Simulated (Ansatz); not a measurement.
Entries from a set of simulations; values are calculated unless marked as measured.

```cif
data_srago3
_symmetry_space_group_name_H-M 'Pm-3m'
_symmetry_Int_Tables_number 221
_cell_length_a 3.9620
_cell_length_b 3.9620
_cell_length_c 3.9620
_cell_angle_alpha 90.000
_cell_angle_beta 90.000
_cell_angle_gamma 90.000
_cell_volume 62.19
loop_
_atom_site_label
_atom_site_type_symbol
_atom_site_symmetry_multiplicity
_atom_site_Wyckoff_symbol
_atom_site_fract_x
_atom_site_fract_y
_atom_site_fract_z
_atom_site_occupancy
Sr1 Sr 1 a 0.00000 0.00000 0.00000 1
Ag1 Ag 1 b 0.50000 0.50000 0.50000 1
O1 O 3 c 0.00000 0.50000 0.50000 1
_calc_subject 'Screened interactions in SrAgO3 (cubic perovskite) (Pm-3m)'
_calc_method 'DFT, LDA, plane waves, PAW (and 1 further level or step)'
_calc_program 'Ansatz 0.2.0'
_calc_settings_of_one_run 'cutoff 420 eV, 6×6×6 k-mesh, smearing width 0.08 eV, default PAW, coordination {"Ag": "octahedral"}, magnetic state non-magnetic by constraint'
_calc_cost '2 runs, 1.8 min in all on 4 threads of Intel Xeon Platinum 8488C (Sapphire Rapids), shared host (the runs of this entry)'
_calc_notes 'The structure was built from a prototype and need not be the compound’s stable phase. This run has no spin polarisation although its electron count is odd. The structure was relaxed with LDA. The structure type comes from a generator and need not be one that this composition takes. Limits: no spin-orbit coupling. The bands cross the Fermi level under this constraint, which need not be the crystal’s state: magnetic order, correlation or a lattice distortion may open a gap.'
_calc_ag_d_anion_p 'U 8.93 eV, U′ 7.72 eV, J 0.60 eV, bare V 19.7 eV'
_calc_method 'constrained RPA on non-magnetic LDA, 4×4×4 mesh, static; search for lower states off'
```

[Paths, hosts, dates, memory and timing lines, banners, echoed tables and standing remarks are left out of the program output.]

[Logs are printed without paths, hosts, clocks, repeated set-up lines and the standing remarks that a program may print on its own settings, such as how far it seeks lower states.]

[Runs of the session that timed out or met a known fault of the program may be left out.]

[Hosts, paths, dates, database ids (printed as entryN), source tags and the programs' standing remarks are cut or masked in the printed files.]
